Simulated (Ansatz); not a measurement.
# GeF2 (model cell, started as rutile): a soft mode frozen in, part 2 of 2

Which phase does GeF2 (model cell, started as rutile) fall into along its unstable mode, and how much energy does it gain?

Ansatz 0.2.0; DFT PBE, scalar-relativistic, plane waves, PAW.

So far, highest frequency on the path or at a solved wavevector (cm⁻¹): step 2 (phonons on a q mesh) 390. Also lowest frequency on the path (cm⁻¹): step 2 -216.

The structure was built from a prototype and need not be the compound's stable phase.

## 5. Energy along the mode, all amplitudes (two of the runs are shown above)

An imaginary frequency means negative curvature, so the energy should fall and then rise again as anharmonic terms take over.

Numbers from this step:

- depth at the lowest point sampled: 44.89 meV/atom
- largest atomic shift at that point: 0.32 Å

Table of energy from the parent by largest atomic shift:

```csv
largest atomic shift (Å),energy from the parent (meV/atom)
0.000,0
0.040,-1.64
0.080,-6.37
0.140,-18.0
0.220,-36.3
0.320,-44.9
0.450,33.2
```

Displacement at unit largest shift by atom:

```csv
atom,x (Å),y (Å),z (Å),size
Ge1,-0.141,-0.078,0.236,0.286
Ge2,0.141,0.078,-0.236,0.286
Ge3,-0.228,0.125,-0.146,0.298
Ge4,0.228,-0.125,0.146,0.298
F5,0.403,0.436,0.467,0.755
F6,-0.403,-0.436,-0.467,0.755
F7,-0.403,-0.436,-0.467,0.755
F8,0.403,0.436,0.467,0.755
F9,0.650,-0.702,-0.290,1.000
F10,-0.650,0.702,0.290,1.000
F11,0.650,-0.702,-0.290,1.000
F12,-0.650,0.702,0.290,1.000
```

The lowest of the steps tried is at 0.32 Å, 44.9 meV/atom below the parent; the bottom of the well need not coincide with a step.

## 6. Relaxation from the frozen mode

Starting from the lowest point found, all atoms and the cell are let go, so that strain and other modes of the same symmetry can join in.

File input.yaml:

```yaml
crystal:
  lattice:
    - [-5.2390464767, 0.0, 0.0]
    - [0.0, -5.2390464767, -3.5488479333]
    - [0.0, -5.2390464767, 3.5488479333]
  atoms:
    - { symbol: Ge, position: [0.0086203207, 0.4917483669, 0.5129869174] }
    - { symbol: Ge, position: [-0.0086203207, 0.0082516331, -0.0129869174] }
    - { symbol: Ge, position: [0.5138974764, 1.002769863, 0.4895960241] }
    - { symbol: Ge, position: [0.4861025236, 0.497230137, 0.0104039759] }
    - { symbol: F, position: [0.6723432307, 0.3141252029, 0.3562328049] }
    - { symbol: F, position: [0.7216023103, 0.8828475676, 0.8407399656] }
    - { symbol: F, position: [0.3276567693, 0.1858747971, 0.1437671951] }
    - { symbol: F, position: [0.2783976897, 0.6171524324, 0.6592600344] }
    - { symbol: F, position: [0.1572656111, 0.1860267017, 0.6599082164] }
    - { symbol: F, position: [0.2366799299, 0.6170005278, 0.1431190131] }
    - { symbol: F, position: [0.7633200701, 0.8829994722, 0.3568809869] }
    - { symbol: F, position: [0.8427343889, 0.3139732983, 0.8400917836] }
kpoints:
  mp_grid: { grid: [4, 4, 4] }
hamiltonian:
  xc: pbe
scf:
  occupations: { method: fixed }
output:
  forces: true
  stress: true
  eigenvalues: true
  write_density: true
  write_potential: true
  elf: true
  volumetric_format: npy
relax:
  adjacent_minimum: "off"
  f_tol: 0.002
  max_steps: 120
  cell: { stress_tol: 0.03 }
```

The run is started by

```sh
$ ansatz run input.yaml --threads 8 --pin off --max-ram 14336MiB --backend cpu --events-out ev --progress --plain --runs-dir out
```

Numbers of over 12 decimals in the logs are rounded to 6 here.

The program printed:

```text
[...]
Crystal: 12 atoms, lattice volume = 194.815 Å³
Basis set: ecut = 420 eV, 3815 PW (Γ), exchange–correlation on 72×90×90 points (8 copies of the dense FFT grid, shifted against one another)
Bands: 68, of which v1, the nominal top of the filled ones, is band 56 counted from 1 (55 counted from 0)
Symmetry: 2 space group operations
[...]
k-points: 36 of 64
[...]
SCF iter   1: F=—  HF=-23648.539739 eV  |F-HF|=—  |Δ(HF+E_count)|=         —  Δρ=2.68e-3  dr2=1.02e-2  ethr=1.77e-3  ⟨swp⟩=4.3  Hψ=8108  notcnv=0  defer=347
[...]
SCF iter   8: F=-23648.538246 eV  HF=-23648.538246 eV  |F-HF|=2.75e-8  |Δ(HF+E_count)|=   6.90e-8  Δρ=3.64e-6  dr2=2.12e-8  ethr=8.93e-11  ⟨swp⟩=12.2  Hψ=18464  notcnv=0
SCF 1 converged in 8 iterations: F = -23648.538246 eV  dr2 = 2.12e-8
[...]
relax step   1: F+E_penalty+E_count = -23648.53824644 eV  Δ(F+E_penalty+E_count) = +0.000e0 eV  max|allowed force component| = 5.557e-1 eV/Å  Δτ_max = 0.0000 Å  P = +4.505 GPa  Ω = 194.815 Å³  (8 SCF iters, dr2 threshold 1.00e-7 eV, accepted)
[... from here on, the SCF cycles and remarks between the steps are left out ...]
relax step   2: F+E_penalty+E_count = -23648.96592842 eV  Δ(F+E_penalty+E_count) = -4.277e-1 eV  max|allowed force component| = 4.070e-1 eV/Å  Δτ_max = 0.1109 Å  P = -0.336 GPa  Ω = 210.983 Å³  energy of the carried Pulay correction = -4.874e-2 eV  (8 SCF iters, dr2 threshold 1.20e-6 eV, accepted)
relax step   3: F+E_penalty+E_count = -23649.04351419 eV  Δ(F+E_penalty+E_count) = -7.759e-2 eV  max|allowed force component| = 4.427e-1 eV/Å  Δτ_max = 0.0861 Å  P = -1.642 GPa  Ω = 215.937 Å³  energy of the carried Pulay correction = -6.291e-2 eV  (7 SCF iters, dr2 threshold 1.20e-6 eV, accepted)
relax step   4: F+E_penalty+E_count = -23649.21370449 eV  Δ(F+E_penalty+E_count) = -1.702e-1 eV  max|allowed force component| = 2.614e-1 eV/Å  Δτ_max = 0.2000 Å  P = -0.380 GPa  Ω = 214.218 Å³  energy of the carried Pulay correction = -5.803e-2 eV  (8 SCF iters, dr2 threshold 1.20e-6 eV, accepted)
relax step   5: F+E_penalty+E_count = -23649.26209401 eV  Δ(F+E_penalty+E_count) = -4.839e-2 eV  max|allowed force component| = 1.420e-1 eV/Å  Δτ_max = 0.1717 Å  P = +0.273 GPa  Ω = 214.673 Å³  energy of the carried Pulay correction = -5.933e-2 eV  (8 SCF iters, dr2 threshold 1.20e-6 eV, accepted)
relax step   6: F+E_penalty+E_count = -23649.31808563 eV  Δ(F+E_penalty+E_count) = -5.599e-2 eV  max|allowed force component| = 9.004e-2 eV/Å  Δτ_max = 0.2000 Å  P = -0.048 GPa  Ω = 214.659 Å³  energy of the carried Pulay correction = -5.929e-2 eV  (7 SCF iters, dr2 threshold 1.20e-6 eV, accepted)
relax step   7: F+E_penalty+E_count = -23649.33738921 eV  Δ(F+E_penalty+E_count) = -1.930e-2 eV  max|allowed force component| = 8.267e-2 eV/Å  Δτ_max = 0.1951 Å  P = -0.421 GPa  Ω = 212.364 Å³  energy of the carried Pulay correction = -5.273e-2 eV  (8 SCF iters, dr2 threshold 5.07e-7 eV, accepted)
relax step   8: F+E_penalty+E_count = -23649.35189798 eV  Δ(F+E_penalty+E_count) = -1.451e-2 eV  max|allowed force component| = 6.217e-2 eV/Å  Δτ_max = 0.0523 Å  P = -0.084 GPa  Ω = 210.255 Å³  energy of the carried Pulay correction = -4.663e-2 eV  (7 SCF iters, dr2 threshold 1.08e-6 eV, accepted)
relax step   9: F+E_penalty+E_count = -23649.35297609 eV  Δ(F+E_penalty+E_count) = -1.078e-3 eV  max|allowed force component| = 1.188e-1 eV/Å  Δτ_max = 0.0283 Å  P = -0.290 GPa  Ω = 210.334 Å³  energy of the carried Pulay correction = -4.686e-2 eV  (7 SCF iters, dr2 threshold 2.42e-7 eV, accepted)
relax step  10: F+E_penalty+E_count = -23649.36057243 eV  Δ(F+E_penalty+E_count) = -7.596e-3 eV  max|allowed force component| = 8.297e-2 eV/Å  Δτ_max = 0.0535 Å  P = -0.236 GPa  Ω = 208.114 Å³  energy of the carried Pulay correction = -4.038e-2 eV  (7 SCF iters, dr2 threshold 1.18e-6 eV, accepted)
relax step  11: F+E_penalty+E_count = -23649.36371273 eV  Δ(F+E_penalty+E_count) = -3.140e-3 eV  max|allowed force component| = 6.356e-2 eV/Å  Δτ_max = 0.0303 Å  P = +0.261 GPa  Ω = 208.206 Å³  energy of the carried Pulay correction = -4.065e-2 eV  (7 SCF iters, dr2 threshold 4.34e-7 eV, accepted)
relax step  12: F+E_penalty+E_count = -23649.36376511 eV  Δ(F+E_penalty+E_count) = -5.238e-5 eV  max|allowed force component| = 7.596e-3 eV/Å  Δτ_max = 0.0243 Å  P = -0.024 GPa  Ω = 209.019 Å³  energy of the carried Pulay correction = -4.303e-2 eV  (6 SCF iters, dr2 threshold 3.52e-7 eV, accepted)
relax step  13: F+E_penalty+E_count = -23649.36467878 eV  Δ(F+E_penalty+E_count) = -9.137e-4 eV  max|allowed force component| = 1.512e-2 eV/Å  Δτ_max = 0.0136 Å  P = +0.040 GPa  Ω = 208.750 Å³  energy of the carried Pulay correction = -4.224e-2 eV  (7 SCF iters, dr2 threshold 6.38e-9 eV, accepted)
relax step  14: F+E_penalty+E_count = -23649.36435868 eV  Δ(F+E_penalty+E_count) = +3.201e-4 eV  max|allowed force component| = 2.549e-3 eV/Å  Δτ_max = 0.0071 Å  P = +0.002 GPa  Ω = 208.901 Å³  energy of the carried Pulay correction = -4.268e-2 eV  (7 SCF iters, dr2 threshold 1.44e-8 eV, accepted)
[...]
relax step  47: F+E_penalty+E_count = -23649.71016978 eV  Δ(F+E_penalty+E_count) = +1.728e-3 eV  max|allowed force component| = 2.570e-3 eV/Å  Δτ_max = 0.0072 Å  P = -0.004 GPa  Ω = 245.210 Å³  energy of the carried Pulay correction = -6.688e-3 eV  (7 SCF iters, dr2 threshold 3.78e-9 eV, accepted)
relax step  48: F+E_penalty+E_count = -23649.71014996 eV  Δ(F+E_penalty+E_count) = +1.983e-5 eV  max|allowed force component| = 1.189e-3 eV/Å  Δτ_max = 0.0017 Å  P = -0.004 GPa  Ω = 245.221 Å³  energy of the carried Pulay correction = -6.721e-3 eV  (7 SCF iters, dr2 threshold 4.13e-10 eV, accepted)
relax step  49: F+E_penalty+E_count = -23649.71027140 eV  Δ(F+E_penalty+E_count) = -1.214e-4 eV  max|allowed force component| = 5.850e-4 eV/Å  Δτ_max = 0.0024 Å  P = -0.001 GPa  Ω = 245.180 Å³  energy of the carried Pulay correction = -6.609e-3 eV  (8 SCF iters, accepted)
relax step  50: F+E_penalty+E_count = -23649.71764556 eV  Δ(F+E_penalty+E_count) = -7.374e-3 eV  max|allowed force component| = 8.051e-4 eV/Å  Δτ_max = 0.0000 Å  P = +0.018 GPa  Ω = 245.180 Å³  stress off target by 7.19e-2 GPa  SCF on the basis re-selected at this cell (its energy is not comparable with the rows above)  (8 SCF iters)
relax step  51: F+E_penalty+E_count = -23649.71531055 eV  Δ(F+E_penalty+E_count) = +2.335e-3 eV  max|allowed force component| = 7.620e-3 eV/Å  Δτ_max = 0.0135 Å  P = +0.008 GPa  Ω = 246.312 Å³  energy of the carried Pulay correction = -2.910e-3 eV  (7 SCF iters, dr2 threshold 1.29e-8 eV, accepted)
relax step  52: F+E_penalty+E_count = -23649.71486996 eV  Δ(F+E_penalty+E_count) = +4.406e-4 eV  max|allowed force component| = 1.685e-2 eV/Å  Δτ_max = 0.0033 Å  P = +0.012 GPa  Ω = 246.464 Å³  energy of the carried Pulay correction = -3.311e-3 eV  (7 SCF iters, dr2 threshold 3.63e-9 eV, rejected (line search))
relax step  53: F+E_penalty+E_count = -23649.71508046 eV  Δ(F+E_penalty+E_count) = +2.301e-4 eV  max|allowed force component| = 2.881e-4 eV/Å  Δτ_max = 0.0014 Å  P = +0.000 GPa  Ω = 246.408 Å³  energy of the carried Pulay correction = -3.167e-3 eV  (9 SCF iters, accepted)
relax step  54: F+E_penalty+E_count = -23649.71854941 eV  Δ(F+E_penalty+E_count) = -3.469e-3 eV  max|allowed force component| = 4.718e-4 eV/Å  Δτ_max = 0.0000 Å  P = +0.009 GPa  Ω = 246.408 Å³  stress off target by 3.89e-2 GPa  SCF on the basis re-selected at this cell (its energy is not comparable with the rows above)  (8 SCF iters)
relax step  55: F+E_penalty+E_count = -23649.71750812 eV  Δ(F+E_penalty+E_count) = +1.041e-3 eV  max|allowed force component| = 5.577e-4 eV/Å  Δτ_max = 0.0054 Å  P = +0.003 GPa  Ω = 246.900 Å³  energy of the carried Pulay correction = -1.243e-3 eV  (7 SCF iters, dr2 threshold 3.78e-9 eV, accepted)
relax step  56: F+E_penalty+E_count = -23649.71701864 eV  Δ(F+E_penalty+E_count) = +4.895e-4 eV  max|allowed force component| = 1.074e-3 eV/Å  Δτ_max = 0.0034 Å  P = +0.001 GPa  Ω = 247.098 Å³  energy of the carried Pulay correction = -1.752e-3 eV  (8 SCF iters, accepted)
relax step  57: F+E_penalty+E_count = -23649.71875455 eV  Δ(F+E_penalty+E_count) = -1.736e-3 eV  max|allowed force component| = 1.085e-3 eV/Å  Δτ_max = 0.0000 Å  P = +0.005 GPa  Ω = 247.098 Å³  stress off target by 2.18e-2 GPa  SCF on the basis re-selected at this cell (its energy is not comparable with the rows above)  (7 SCF iters)
[...]
SCF converged after 7 iterations
Free energy (F): -23649.718755 eV
[...]
Internal energy: -23649.718755 eV  (E = F + TS)
E sigma→0 (E₀):  -23649.718755 eV
Fermi energy:    0.942303 eV
[...]
--- Forces (eV/Å), atoms counted from 1 ---
  atom   1  Ge     0.00032628    -0.00033815    -0.00108536
  atom   2  Ge    -0.00032628     0.00033815     0.00108536
  atom   3  Ge     0.00027616     0.00028399     0.00098361
  atom   4  Ge    -0.00027616    -0.00028399    -0.00098361
  atom   5  F      0.00009534    -0.00018760    -0.00042359
  atom   6  F      0.00033598     0.00025716    -0.00035770
  atom   7  F     -0.00009534     0.00018760     0.00042359
  atom   8  F     -0.00033598    -0.00025716     0.00035770
  atom   9  F      0.00011465     0.00021094     0.00048822
  atom  10  F      0.00031713    -0.00023736     0.00032439
  atom  11  F     -0.00031713     0.00023736    -0.00032439
  atom  12  F     -0.00011465    -0.00021094    -0.00048822
  max |Σ_I F_I| component: 5.42e-20 eV/Å
--- Stress (GPa, compression-positive) ---
        0.021823       0.000006      -0.000036
        0.000006      -0.019117       0.006377
       -0.000036       0.006377       0.012707
  P = ⅓ Tr σ = 0.0051 GPa (0.051 kbar)
--- Band table (eV; the first three rows and the last of 36) ---
  k-point 0: bands = [... 52 lower, -1.4927, -0.3769, 0.6454, 0.9205, 5.2619, 5.3367, 5.5919, 5.6388, ... 8 higher]
  k-point 1: bands = [... 52 lower, -1.1871, -0.1562, 0.3322, 0.7350, 5.5090, 5.6678, 5.7908, 5.7998, ... 8 higher]
  k-point 2: bands = [... 52 lower, -0.4095, -0.4095, 0.2984, 0.2984, 5.8055, 5.8055, 6.2302, 6.2303, ... 8 higher]
  k-point 35: bands = [... 52 lower, -0.1719, -0.1718, 0.1670, 0.1671, 5.1677, 5.1679, 5.3647, 5.3649, ... 8 higher]
--- Relaxed structure (49 steps of the walk, 47 accepted, 8 SCFs on fresh bases) ---
  F+E_penalty+E_count = -23649.71875455 eV   max|allowed force component| = 1.085e-3 eV/Å   (the final SCF, on the basis selected at the relaxed cell)
  cell:  # Å, volume = 247.0983 Å³
    - [-6.377775, 0.000286965, 0.000356467]
    - [0.00052843, -5.116704, -4.678525]
    - [4.550014819182911e-5, -4.370016, 3.576215]
  atoms:
    - { symbol: Ge, position: [0.037209, 0.468063, 0.542849] }
    - { symbol: Ge, position: [-0.037209, 0.031937, -0.042849] }
    - { symbol: Ge, position: [0.537134, 1.031936, 0.457147] }
    - { symbol: Ge, position: [0.462866, 0.468064, 0.042853] }
    - { symbol: F, position: [0.627980, 0.286968, 0.431288] }
    - { symbol: F, position: [0.739692, 0.959764, 0.743869] }
    - { symbol: F, position: [0.372020, 0.213032, 0.068712] }
    - { symbol: F, position: [0.260308, 0.540236, 0.756131] }
    - { symbol: F, position: [0.127972, 0.213031, 0.568711] }
    - { symbol: F, position: [0.239787, 0.540236, 0.256133] }
    - { symbol: F, position: [0.760213, 0.959764, 0.243867] }
    - { symbol: F, position: [0.872028, 0.286969, 0.931289] }
```

Elapsed: 5 min, on 8 threads of Arm Neoverse V2, shared host; peak memory 1.3 GiB; 39 min of CPU time.

Relaxation path (22 of 57):

```csv
step,energy less that of the first step (eV),largest force component (eV/Å),pressure (GPa),volume (Å³)
1,0.0000,0.5557,4.50,194.81
4,-0.6755,0.2614,-0.38,214.22
6,-0.7798,0.0900,-0.05,214.66
9,-0.8147,0.1188,-0.29,210.33
12,-0.8255,0.0076,-0.02,209.02
14,-0.8261,0.0025,0.00,208.90
17,-1.0236,0.0980,0.40,215.43
20,-1.0127,0.0127,0.01,222.78
22,-1.0041,0.0039,0.01,224.79
25,-1.0052,0.0037,0.00,224.62
28,-1.1108,0.0568,0.01,228.74
30,-1.1038,0.0198,-0.04,233.95
33,-1.1075,0.0090,0.02,233.13
36,-1.1483,0.0599,0.08,237.24
38,-1.1463,0.0122,0.02,238.67
41*,-1.1694,0.0010,0.07,239.00
44,-1.1639,0.0011,0.00,242.68
46,-1.1737,0.0038,0.01,244.52
49,-1.1720,0.0006,0.00,245.18
52,-1.1766,0.0169,0.01,246.46
54*,-1.1803,0.0005,0.01,246.41
57*,-1.1805,0.0011,0.01,247.10
```

Relaxation steps marked * repeat the geometry before them on a plane-wave basis chosen anew for their cell, so energy and pressure can jump there. Other such steps can lie between the rows shown. Relaxation steps 19, 52 were tried and not accepted.

Forces are held to the 2 operations that the run works with; a distortion that breaks them can't arise in this run.

```csv
cell as run,before,after,change
a (Å),5.239,6.378,+21.7 %
b (Å),6.328,6.933,+9.6 %
c (Å),6.328,5.647,-10.8 %
α (°),68.23,81.73,+19.8 %
volume (Å³/atom),16.23,20.59,+26.8 %
```

The atoms that moved most (Å, as changes of fractional coordinates times the final cell):

```csv
atom,dx,dy,dz,length
F11,0.020,0.101,-0.763,0.770
F10,-0.020,-0.101,0.763,0.770
F8,0.115,-0.030,0.706,0.716
F6,-0.115,0.030,-0.706,0.716
F12,-0.187,-0.260,0.452,0.554
F9,0.187,0.260,-0.452,0.554
F5,0.283,-0.189,0.395,0.522
F7,-0.283,0.189,-0.395,0.522
```

The relaxed structure:

```xyz
12
Lattice="-6.3778 0.0003 0.0004 0.0005 -5.1167 -4.6785 0.0000 -4.3700 3.5762" Properties=species:S:1:pos:R:3 pbc="T T T"
Ge   -0.2370   -4.7672   -0.2485
Ge    0.2373    0.0238   -0.3027
Ge   -3.4252   -7.2777   -3.1929
Ge   -2.9518   -2.5821   -2.0364
F    -4.0049   -3.3529    0.2000
F    -4.7170   -8.1613   -1.8298
F    -2.3725   -1.3902   -0.7508
F    -1.6599   -6.0685    0.1767
F    -0.8160   -3.5753    1.0372
F    -1.5290   -3.8835   -1.6114
F    -4.8479   -5.9763   -3.6179
F    -5.5614   -5.5378    1.9882
```

This step gave:

* pressure: 0.005138 GPa
* gap on the k-mesh: 4.225 eV
* volume per atom: 20.59 Å³

Electrostatic potential energy in the ab plane at fractional z = 0.043, with atoms of Ge and F within 0.2 Å of it. With pseudopotentials it is smooth inside the atoms' cores, unlike the true potential.

Ten even steps from '_' (-34 eV) to '@' (8 eV), each cell a mean:
```
::**%%@@@@@@@@@@@@@@@@@@@@@@%%**--..
**%%@@@@@@@@@@@@@@@@@@@@@@@@%%%%**++
%%@@@@@@@@@@@@@@@@@@@@@@@@@@@@@@%%%%
@@@@@@@@@@@@@@@@@@@@@@@@@@@@@@@@@@@@
@@@@@@@@@@@@@@@@@@@@@@@@@@@@@@@@@@@@
@@@@@@@@@@@@@@@@@@@@@@@@@@@@@@@@@@@@
@@@@@@@@@@@@%%%%%%%%@@@@@@@@@@@@@@@@
@@@@@@@@@@%%##++==++##%%@@@@@@@@@@@@
@@@@@@@@@@%%==..__..==##@@@@@@@@@@@@
@@@@@@@@@@##::______::##@@@@@@@@@@@@
@@@@@@@@@@##--______::##@@@@@@@@@@@@
@@@@@@@@@@%%++::..::++%%@@@@@@@@@@@@
@@@@@@@@@@%%##**++**%%%%@@@@@@%%%%@@
@@@@@@@@@@++..__++%%@@@@@@@@%%++++%%
@@@@@@@@@@::____::@@@@@@@@@@@@####%%
##%%@@@@@@++____++@@@@@@@@@@@@%%####
==##%%@@@@@@####@@@@@@@@@@@@%%##++--
..==%%@@@@@@@@@@@@@@@@@@@@@@%%++::__
..==##@@@@@@@@@@@@@@@@@@@@@@##==..__
```
Columns run along a (6.4 Å; values clipped at the 3rd and 97th percentile), rows up along b (6.9 Å). Atoms in or near the plane, at fractional coordinates: Ge at (0.46, 0.47), F at (0.37, 0.21).

ELF in the ab plane at fractional z = 0.043, with atoms of Ge and F within 0.2 Å of it. It is the smooth field of the valence electrons, not physical close to the nuclei.

Ten even steps from '_' (0.00) to '@' (0.93), each cell a mean:
```
++##@@@@--______________......::----
##@@@@@@--________________......--++
@@@@%%++..____________________..--##
##**--__________________________::++
..______________..::..____________..
______________::++%%##==..__________
________..__..--##@@@@@@##::________
______......::==++##%%@@@@++________
________....::::::==**%%@@++________
__________..::____..++##%%::________
__________..::..__..==**++____::::..
..________..::::::--====..__--++**==
--______::++**++--::::..__::**%%%%##
==____..++%%%%####--..____--##%%%%##
::____..**%%####%%**..____--**####++
::::..__++%%%%%%%%**..______::==--::
--==--__::**##%%##--__________..::::
--****--__::====--________......::::
--**%%**________________......::::..
```
Columns run along a (6.4 Å), rows up along b (6.9 Å). Atoms in or near the plane, at fractional coordinates: Ge at (0.46, 0.47), F at (0.37, 0.21).

Valence density in the ab plane at fractional z = 0.043, with atoms of Ge and F within 0.2 Å of it. It is the smooth field of the valence electrons, not physical close to the nuclei.

Ten steps, logarithmic in the rise over the least value, from '0' (0 e/Å³) to '9' (34 e/Å³), each cell a mean:
```
321000000000001123
110000000000000011
000000000000000000
000000000000000000
000000000000000000
000000000000000000
000000000000000000
000000112210000000
000001246521000000
000001279831000000
000000269731000000
000000134310000110
000001222100001221
000013553100002332
000014774100001221
100014663100001111
210001331000000112
321000000000000134
421000000000001245
```
Columns run along a (6.4 Å), rows up along b (6.9 Å). Atoms in or near the plane, at fractional coordinates: Ge at (0.46, 0.47), F at (0.37, 0.21).

The distorted start has space group P-1; the relaxation ends in P2_1/c.

## 7. Results

- unstable mode of the parent: q = (0, -0.5, -0.5), 216i cm⁻¹
- depth at the lowest point sampled: 44.9 meV/atom
- largest atomic shift at that point: 0.32 Å
- space group reached (within 0.01 Å): P2_1/c
- energy gained over the parent (first relaxation, on the mesh of the frozen mode): 143 meV/atom
- volume per atom, phase reached: 20.6 Å³
- gap on the k-mesh, phase reached: 4.23 eV

Along this mode the structure falls into P2_1/c, 143 meV/atom below the parent. At the parent's cell the well is 44.89 meV/atom deep on the steps tried, with its lowest point at a shift of 0.32 Å. Relaxing atoms and cell changes the gain by +98.38 meV/atom against the lowest step (energies at zero smearing). Most of the total comes from this relaxation. The modes of the phase reached were not computed on this path. Of the 4 patterns followed to their end from this parent, this one ends 7.05 meV/atom above the lowest, P-42_1m. Each path keeps the symmetry of its pattern, so a lower phase may lie along a pattern not tried. The program warns that the interpolation holds no quadrupole term, so branches close to Γ can be off in this crystal. The volume moved by more than a tenth on the k mesh of the start, so the energy gain is rough. The starting cell was built on a prototype and not taken from a measurement, so the phase need not exist.

[Logs are printed without paths, hosts, clocks, repeated set-up lines and the standing remarks that a program may print on its own settings, such as how far it seeks lower states.]

[Hosts, paths, dates, database ids (printed as entryN), source tags and the programs' standing remarks are cut or masked in the printed files.]
